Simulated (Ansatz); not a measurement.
# GeF2 (model cell, started as rutile): a soft mode frozen in

Which phase does GeF2 (model cell, started as rutile) fall into along its unstable mode, and how much energy does it gain?

Program: Ansatz 0.2.0. Level of theory: DFT PBE, scalar-relativistic, plane waves, PAW. Results are calculated unless marked as measured.

This is a report of a sequence of runs, with most program output left out.

The structure was built from a prototype and need not be the compound's stable phase.

## (1) The starting structure

The structure is tetragonal, space group P4_2/mnm (No. 136). The conventional cell has a = 5.239 Å, b = 5.239 Å, c = 3.549 Å, α = 90.00°, β = 90.00°, γ = 90.00°. Nearest to Ge lie 6 F at 2.25 to 2.30 Å. Nearest to F lie 3 Ge at 2.25 to 2.30 Å. Farther neighbours and most contacts between anions are not listed.

## (2) Response at finite wavevector

The cell comes from relaxations at this level that are not shown. Stability and thermal properties need the whole zone. Linear response on a 2×2×4 q mesh gives force constants as far as a supercell of that size would, and the tensors from the zone-centre run are typed in so that the long-range dipole term is interpolated apart.

The input, input.yaml:

```yaml
crystal:
  lattice:
    - [5.2390464767, 0.0, 0.0]
    - [0.0, 5.2390464767, 0.0]
    - [0.0, 0.0, 3.5488479333]
  atoms:
    - { symbol: Ge, position: [0.0, 0.0, 0.0] }
    - { symbol: Ge, position: [0.5, 0.5, 0.5] }
    - { symbol: F, position: [0.3030272295, 0.3030272295, 0.0] }
    - { symbol: F, position: [0.6969727705, 0.6969727705, 0.0] }
    - { symbol: F, position: [0.8030272295, 0.1969727705, 0.5] }
    - { symbol: F, position: [0.1969727705, 0.8030272295, 0.5] }
kpoints:
  mp_grid: { grid: [4, 4, 8] }
hamiltonian:
  xc: pbe
scf:
  occupations: { method: fixed }
output:
  eigenvalues: true
phonons:
  method: dfpt
  qmesh: [2, 2, 4]
  temperatures: { t_max: 1000, t_step: 50 }
  qpath:
    path:
      - [[0.0, 0.0, 0.0], [0.0, 0.5, 0.0], [0.5, 0.5, 0.0], [0.0, 0.0, 0.0], [0.0, 0.0, 0.5], [0.0, 0.5, 0.5], [0.5, 0.5, 0.5], [0.0, 0.0, 0.5]]
      - [[0.0, 0.5, 0.0], [0.0, 0.5, 0.5]]
      - [[0.5, 0.5, 0.0], [0.5, 0.5, 0.5]]
    npoints: 10
  non_analytic_term:
    high_frequency_dielectric_tensor: [[3.6297, 0.0, 0.0], [0.0, 3.6297, 0.0], [0.0, 0.0, 3.6879]]
    born_effective_charges:
      - { species: Ge, tensor: [[3.208, 0.597, 0.0], [0.597, 3.208, 0.0], [0.0, 0.0, 3.7421]] }
      - { species: Ge, tensor: [[3.208, -0.597, 0.0], [-0.597, 3.208, 0.0], [0.0, 0.0, 3.7421]] }
      - { species: F, tensor: [[-1.604, -1.2559, 0.0], [-1.2559, -1.604, 0.0], [0.0, 0.0, -1.871]] }
      - { species: F, tensor: [[-1.604, -1.2559, 0.0], [-1.2559, -1.604, 0.0], [0.0, 0.0, -1.871]] }
      - { species: F, tensor: [[-1.604, 1.2559, 0.0], [1.2559, -1.604, 0.0], [0.0, 0.0, -1.871]] }
      - { species: F, tensor: [[-1.604, 1.2559, 0.0], [1.2559, -1.604, 0.0], [0.0, 0.0, -1.871]] }
    source: "zone-centre run at this cell"
```

On the command line:

```bash
$ ansatz run input.yaml --threads 8 --pin off --max-ram 14336MiB --backend cpu --events-out ev --progress --plain --runs-dir out
```

Run time: 1.9 min. Hardware: 8 threads of Arm Neoverse V2, shared host; peak memory 1.1 GiB; 14 min of CPU time.

A gap read on the k-mesh alone can miss the band edges.

Numbers from this step:

```yaml
gap_on_the_k_mesh: 3.001 eV
volume_per_atom: 16.23 Å³
sum_rule_residual_before_enforcement: 3.41e-5 eV/Å²
lowest_frequency_on_the_path: -216.3 cm⁻¹
point_group: 4/mmm
highest_frequency_on_the_path_or_at_a_solved_wavevector: 389.6 cm⁻¹
highest_optical_mode_at_the_zone_centre_no_lo_to_term: 372.2 cm⁻¹
lowest_optical_zone_centre_mode: -192.4 cm⁻¹
lowest_mode_on_the_q_mesh_acoustic_modes_at_gamma_apart: -216.3 cm⁻¹
```

Frequencies (cm⁻¹) solved at each irreducible wavevector; negative means imaginary. Frequencies by wavevector, by row:

```tsv
q in reciprocal lattice units	star	mode 1	mode 2	mode 3	mode 4	mode 16	mode 17	mode 18
0 0 0	1	-192.4	-176.6	-176.6	-116.7	202.9	244.1	372.2
0 0 0.25	2	-181.8	-181.8	-124.8	49.9	212.4	349.7	360.9
0 0 -0.5	1	-190.4	-190.4	-72.7	-72.7	201.2	331.3	331.3
0 -0.5 0	2	-157.1	-157.1	37.2	37.2	181.6	370.4	370.4
0 -0.5 0.25	4	-187.9	-187.9	-60.9	-60.9	192.6	345.3	345.3
0 -0.5 -0.5	2	-216.3	-216.3	-180.6	-180.6	231	317.6	317.6
-0.5 -0.5 0	1	-169.2	-169.2	-162.1	-162.1	237.9	352.8	352.8
-0.5 -0.5 0.25	2	-173.4	-173.4	57.6	57.6	206.3	329.5	329.5
-0.5 -0.5 -0.5	1	-181.4	-181.4	-59.8	-59.8	199.3	301.8	301.8
```

Interpolated from a 2×2×4 q mesh, with the LO-TO term (at Γ the limit along the path; where Γ stands inside the path, tables give the limit on arrival). Phonon branches along the path, in cm⁻¹:

```tsv
point	branch 1	branch 2	branch 3	branch 4	branch 15	branch 16	branch 17	branch 18
Γ	-192	-177	-117	0	203	244	372	377
halfway	-182	-129	-129	34	204	225	370	375
X	-157	-157	37	37	182	182	370	370
halfway	-160	-160	-97	-97	211	211	368	368
M	-169	-169	-162	-162	238	238	353	353
halfway	-176	-159	-139	47	179	227	360	388
Γ	-192	-177	-117	0	203	244	372	377
halfway	-182	-182	-125	50	175	212	350	361
Z	-190	-190	-73	-73	201	201	331	331
halfway	-192	-192	-166	-166	215	215	326	326
R	-216	-216	-181	-181	231	231	318	318
halfway	-188	-188	-161	-161	220	220	311	311
A	-181	-181	-60	-60	199	199	302	302
halfway	-202	-189	-186	-89	200	230	314	324
Z	-190	-190	-73	-73	201	201	331	331
jump to X	-157	-157	37	37	182	182	370	370
halfway	-188	-188	-61	-61	192	192	345	345
R	-216	-216	-181	-181	231	231	318	318
jump to M	-169	-169	-162	-162	238	238	353	353
halfway	-173	-173	58	58	206	206	330	330
A	-181	-181	-60	-60	199	199	302	302
```

Symmetry leaves 9 wavevectors to solve. The lowest mode among them, the acoustic zeros apart, lies at q = (0, -0.5, -0.5) and is imaginary, 216.3i cm⁻¹, so the energy falls along it.

## (3) The mode frozen in, largest atomic shift 0 Å

The mode followed lies at q = (0, -0.5, -0.5) with frequency 216.3i cm⁻¹ and is 2-fold degenerate, the softest among the wavevectors solved. At small amplitude the distorted cell has space group no. 12 by a symmetry search on the positions. The undistorted cell that holds it gives the zero of energy on the same k mesh.

System of this step: GeF2 (model cell, started as rutile). The structure is tetragonal, space group P4_2/mnm (No. 136). The conventional cell has a = 5.239 Å, b = 5.239 Å, c = 3.549 Å, α = 90.00°, β = 90.00°, γ = 90.00°. Ge has 6 F at 2.25 to 2.30 Å nearest. F has 3 Ge at 2.25 to 2.30 Å nearest. Farther neighbours and most contacts between anions are not listed.

The input, input.yaml:

```yaml
crystal:
  lattice:
    - [-5.2390464767, 0.0, 0.0]
    - [0.0, -5.2390464767, -3.5488479333]
    - [0.0, -5.2390464767, 3.5488479333]
  atoms:
    - { symbol: Ge, position: [0.0, 0.5, 0.5] }
    - { symbol: Ge, position: [0.0, 0.0, 0.0] }
    - { symbol: Ge, position: [0.5, 1.0, 0.5] }
    - { symbol: Ge, position: [0.5, 0.5, 0.0] }
    - { symbol: F, position: [0.6969727705, 0.3484863852, 0.3484863852] }
    - { symbol: F, position: [0.6969727705, 0.8484863852, 0.8484863852] }
    - { symbol: F, position: [0.3030272295, 0.1515136148, 0.1515136148] }
    - { symbol: F, position: [0.3030272295, 0.6515136148, 0.6515136148] }
    - { symbol: F, position: [0.1969727705, 0.1515136147, 0.6515136148] }
    - { symbol: F, position: [0.1969727705, 0.6515136147, 0.1515136148] }
    - { symbol: F, position: [0.8030272295, 0.8484863852, 0.3484863852] }
    - { symbol: F, position: [0.8030272295, 0.3484863852, 0.8484863852] }
kpoints:
  mp_grid: { grid: [4, 4, 4] }
hamiltonian:
  xc: pbe
scf:
  occupations: { method: gaussian, width: 0.02 }
output:
  forces: true
  stress: true
  eigenvalues: true
```

Run time: 1.9 s. Hardware: 8 threads; peak memory 0.92 GiB; 14 s of CPU time.

This step gave:

```
pressure                         : -0.001448 GPa
energy from the undistorted cell : 0 meV/atom
```

At this level the gap is 3.00 eV on the k-mesh of the self-consistent run, which can miss the band edges.

## (4) The mode frozen in, largest atomic shift 0.22 Å

The atoms are moved along the unstable eigenvector, the largest shift by 0.22 Å, with the cell fixed.

The input, input.yaml:

```yaml
crystal:
  lattice:
    - [-5.2390464767, 0.0, 0.0]
    - [0.0, -5.2390464767, -3.5488479333]
    - [0.0, -5.2390464767, 3.5488479333]
  atoms:
    - { symbol: Ge, position: [0.0, 0.5076277516, 0.4923722484] }
    - { symbol: Ge, position: [0.0, -0.0076277516, 0.0076277516] }
    - { symbol: Ge, position: [0.4900175393, 1.0027417651, 0.5027417651] }
    - { symbol: Ge, position: [0.5099824607, 0.4972582349, -0.0027417651] }
    - { symbol: F, position: [0.6969727705, 0.3636091842, 0.3333635863] }
    - { symbol: F, position: [0.6969727705, 0.8333635863, 0.8636091842] }
    - { symbol: F, position: [0.3030272295, 0.1363908158, 0.1666364137] }
    - { symbol: F, position: [0.3030272295, 0.6666364137, 0.6363908158] }
    - { symbol: F, position: [0.2254941472, 0.1361034675, 0.6361034675] }
    - { symbol: F, position: [0.1684513938, 0.666923762, 0.166923762] }
    - { symbol: F, position: [0.8315486062, 0.833076238, 0.333076238] }
    - { symbol: F, position: [0.7745058528, 0.3638965325, 0.8638965325] }
kpoints:
  mp_grid: { grid: [4, 4, 4] }
hamiltonian:
  xc: pbe
scf:
  occupations: { method: gaussian, width: 0.02 }
output:
  forces: true
  stress: true
  eigenvalues: true
```

Run time: 2.3 s. Hardware: 8 threads; peak memory 0.94 GiB; 17 s of CPU time.

Numbers from this step:

```
pressure                         : 1.443 GPa
gap on the k-mesh                : 3.037 eV
energy from the undistorted cell : -26.53 meV/atom
```

The energy, extrapolated to zero smearing, is -26.53 meV/atom against the undistorted cell.

The run ends at a pressure of 1.44 GPa, with forces up to 0.46 eV/Å.

## (5) Energy along the mode, all amplitudes (two of the runs are shown above)

An imaginary frequency means negative curvature, so the energy should fall and then rise again as anharmonic terms take over.

Numbers from this step:

```yaml
depth_at_the_lowest_point_sampled: 26.53 meV/atom
largest_atomic_shift_at_that_point: 0.22 Å
```

Table of energy from the parent by largest atomic shift:

```tsv
largest atomic shift (Å)	energy from the parent (meV/atom)
0.000	0
0.040	-1.29
0.080	-4.98
0.140	-13.8
0.220	-26.5
0.320	-26.1
0.450	65.6
```

Displacement at unit largest shift by atom:

```tsv
atom	x (Å)	y (Å)	z (Å)	size
Ge1	0.000	0.000	-0.246	0.246
Ge2	0.000	0.000	0.246	0.246
Ge3	0.238	-0.131	0.000	0.272
Ge4	-0.238	0.131	0.000	0.272
F5	0.000	0.000	-0.488	0.488
F6	0.000	0.000	0.488	0.488
F7	0.000	0.000	0.488	0.488
F8	0.000	0.000	-0.488	0.488
F9	-0.679	0.734	0.000	1.000
F10	0.679	-0.734	0.000	1.000
F11	-0.679	0.734	0.000	1.000
F12	0.679	-0.734	0.000	1.000
```

The lowest of the steps tried is at 0.22 Å, 26.5 meV/atom below the parent; the bottom of the well need not coincide with a step.

## (6) Relaxing from the distorted cell

Starting from the lowest point found, all atoms and the cell are let go, so that strain and other modes of the same symmetry can join in.

input.yaml: that of step 4 with these lines changed.

```diff
@@ -23,3 +23,3 @@
 scf:
-  occupations: { method: gaussian, width: 0.02 }
+  occupations: { method: fixed }
 output:
@@ -28 +28,10 @@
   eigenvalues: true
+  write_density: true
+  write_potential: true
+  elf: true
+  volumetric_format: npy
+relax:
+  adjacent_minimum: "off"
+  f_tol: 0.002
+  max_steps: 120
+  cell: { stress_tol: 0.03 }
```

Elapsed: 4.6 min, on 8 threads; peak memory 1.2 GiB.

Step by step (22 of 71):

```tsv
step	energy less that of the first step (eV)	largest force component (eV/Å)	pressure (GPa)	volume (Å³)
1	0.0000	0.4641	1.44	194.81
4	-0.5968	0.6686	-0.14	210.80
8	-0.7533	0.0324	0.03	213.69
11	-0.7512	0.0088	-0.05	215.34
14	-0.7513	0.0045	0.01	215.36
18	-0.9316	0.0483	0.59	222.66
21	-0.9016	0.0142	-0.03	233.75
24	-0.8997	0.0009	0.00	234.12
28	-0.9952	0.0396	0.10	238.53
31	-0.9935	0.0017	0.00	239.41
34	-1.0174	0.0162	0.07	240.22
38	-1.0147	0.0038	-0.01	241.35
41	-1.0241	0.0339	0.10	242.09
44	-1.0231	0.0027	0.00	242.56
48	-1.0267	0.0332	-0.06	243.82
51	-1.0276	0.0010	0.00	243.56
54	-1.0300	0.0022	-0.01	244.67
58	-1.0326	0.0010	0.00	245.14
61	-1.0335	0.0067	0.00	245.73
64	-1.0343	0.0020	-0.01	246.19
68	-1.0349	0.0013	0.00	247.01
71*	-1.0365	0.0018	0.01	247.35
```

Relaxation steps marked * repeat the geometry before them on a plane-wave basis chosen anew for their cell, so energy and pressure can jump there. Other such steps can lie between the rows shown. Relaxation steps 7, 27, 38, 42, 47, 61 were tried and not accepted.

Forces are held to the 4 operations that the run works with; a distortion that breaks them can't arise in this run.

```tsv
cell as run	before	after	change
a (Å)	5.239	6.330	+20.8 %
b (Å)	6.328	6.393	+1.0 %
c (Å)	6.328	6.393	+1.0 %
α (°)	68.23	75.06	+10.0 %
β (°)	90.00	96.51	+7.2 %
γ (°)	90.00	96.51	+7.2 %
volume (Å³/atom)	16.23	20.61	+27.0 %
```

The atoms that moved most (Å, as changes of fractional coordinates times the final cell):

```tsv
atom	dx	dy	dz	length
F6	-0.302	0.166	0.458	0.573
F8	0.302	-0.166	-0.458	0.573
F5	-0.302	0.166	-0.458	0.573
F7	0.302	-0.166	0.458	0.573
Ge3	0.442	-0.232	0.000	0.499
Ge4	-0.442	0.232	0.000	0.499
Ge2	0.000	0.000	0.288	0.288
Ge1	0.000	0.000	-0.288	0.288
```

Final coordinates:

```cif
data_structure
_symmetry_space_group_name_H-M 'P 1'
_symmetry_Int_Tables_number 1
_cell_length_a 6.3296
_cell_length_b 6.3926
_cell_length_c 6.3926
_cell_angle_alpha 75.060
_cell_angle_beta 96.513
_cell_angle_gamma 96.513
_cell_volume 247.35
loop_
_atom_site_label
_atom_site_type_symbol
_atom_site_fract_x
_atom_site_fract_y
_atom_site_fract_z
_atom_site_occupancy
Ge1 Ge 0.00000 0.54466 0.45534 1
Ge2 Ge 0.00000 0.95534 0.04466 1
Ge3 Ge 0.42270 0.02300 0.52300 1
Ge4 Ge 0.57730 0.47700 0.97700 1
F5 F 0.74292 0.40778 0.25997 1
F6 F 0.74292 0.75997 0.90778 1
F7 F 0.25708 0.09222 0.24003 1
F8 F 0.25708 0.74003 0.59222 1
F9 F 0.23840 0.14845 0.64845 1
F10 F 0.13566 0.67175 0.17175 1
F11 F 0.86434 0.82825 0.32825 1
F12 F 0.76160 0.35155 0.85155 1
```

Numbers from this step:

| Item | Value |
| --- | --- |
| pressure | 0.008831 GPa |
| gap on the k-mesh | 3.539 eV |
| volume per atom | 20.61 Å³ |

Valence density in the ac plane of the conventional cell at fractional y = 0.000, with atoms of Ge and F within 0.2 Å of it. It is the smooth field of the valence electrons, not physical close to the nuclei.

Ten steps, logarithmic in the rise over the least value, from '0' (0 e/Å³) to '9' (35 e/Å³), each cell a mean:
```
0000000000000013431000000000
0012100000000026762000000000
0245310000000136752000000000
1477520000000024531000000000
1466421110000001100000000000
0243235421000000000000000000
0011269831000000000001110000
0001279731000000000012221000
0000245310000000000137731000
0000111100000000000259941100
0000000000000000000158732220
0000000000000000000123224542
0000000000122200000001136762
0000000001356410000000136651
0000000001477510000000013320
0000000001465310000000000000
0000000000122101110000000000
```
Columns run along a (10.1 Å), rows up along c (6.3 Å), edges of the conventional cell, whose origin can differ from the input's. Atoms in or near the plane, at fractional coordinates: Ge at (0.77, 0.42), Ge at (0.23, 0.58), F at (0.90, 0.24), F at (0.42, 0.14), F at (0.58, 0.86), F at (0.10, 0.76).

Electrostatic potential energy in the ac plane of the conventional cell at fractional y = 0.000, with atoms of Ge and F within 0.2 Å of it. With pseudopotentials it is smooth inside the atoms' cores, unlike the true potential.

Ten even steps from '0' (-41 eV) to '9' (8 eV), each cell a mean:
```
9999999999999886469999999999
9999999999999971018999999999
9843699999999960028999999999
9500288889999984369999999999
9500375578999999999999999999
9855631247999999999999999999
9998410037899999999998889999
9997410137999999999875468999
9998532368999999998631136899
9999876789999999998510026899
9999999999999999998520137899
9999999999999999998743463149
9999999999987999999877750018
9999999999710499999999961039
9999999999400299999999997689
9999999999511689999999999999
9999999999977889999999999999
```
Columns run along a (10.1 Å; values clipped at the 3rd and 97th percentile), rows up along c (6.3 Å), edges of the conventional cell, whose origin can differ from the input's. Atoms in or near the plane, at fractional coordinates: Ge at (0.77, 0.42), Ge at (0.23, 0.58), F at (0.90, 0.24), F at (0.42, 0.14), F at (0.58, 0.86), F at (0.10, 0.76).

ELF in the ac plane of the conventional cell at fractional y = 0.000, with atoms of Ge and F within 0.2 Å of it. It is the smooth field of the valence electrons, not physical close to the nuclei.

Ten even steps from '0' (0.00) to '9' (0.92), each cell a mean:
```
0013310000221137887300000000
1367641000000267688510000000
3788851000000387688400000000
6876851000000278886200000001
6877742110000157752003552002
5787421121000013210169997201
2443210022100000002699999400
0113310144200000016876677510
0025643567400000025642245310
0037887886200000013420023221
2016999962001100001210124665
3003788510135410000122247887
4000132002578740000011377688
2000000015888861000000378786
0000000037876851000000378873
0000000026887730000000145531
0000000014676312443100011100
```
Columns run along a (10.1 Å), rows up along c (6.3 Å), edges of the conventional cell, whose origin can differ from the input's. Atoms in or near the plane, at fractional coordinates: Ge at (0.77, 0.42), Ge at (0.23, 0.58), F at (0.90, 0.24), F at (0.42, 0.14), F at (0.58, 0.86), F at (0.10, 0.76).

The distorted start has space group C2/m; the relaxation ends in C2/m.

## (7) Summary of results

```
unstable mode of the parent                                                      : q = (0, -0.5, -0.5), 216i cm⁻¹
depth at the lowest point sampled                                                : 26.5 meV/atom
largest atomic shift at that point                                               : 0.22 Å
space group reached (within 0.01 Å)                                              : C2/m
energy gained over the parent (first relaxation, on the mesh of the frozen mode) : 113 meV/atom
volume per atom, phase reached                                                   : 20.6 Å³
gap on the k-mesh, phase reached                                                 : 3.54 eV
```

Along this mode the structure falls into C2/m, 113 meV/atom below the parent. At the parent's cell the well is 26.53 meV/atom deep on the steps tried, with its lowest point at a shift of 0.22 Å. Relaxing atoms and cell changes the gain by +86.38 meV/atom against the lowest step (energies at zero smearing). Most of the total comes from this relaxation. The modes of the phase reached were not computed on this path. Of the 4 patterns followed to their end from this parent, this one ends 37.4 meV/atom above the lowest, P-42_1m. Each path keeps the symmetry of its pattern, so a lower phase may lie along a pattern not tried. The program warns that the interpolation holds no quadrupole term, so branches close to Γ can be off in this crystal. The volume moved by more than a tenth on the k mesh of the start, so the energy gain is rough. The starting cell was built on a prototype and not taken from a measurement, so the phase need not exist.

[Logs are printed without paths, hosts, clocks, repeated set-up lines and the standing remarks that a program may print on its own settings, such as how far it seeks lower states.]

[Hosts, paths, dates, database ids (printed as entryN), source tags and the programs' standing remarks are cut or masked in the printed files.]
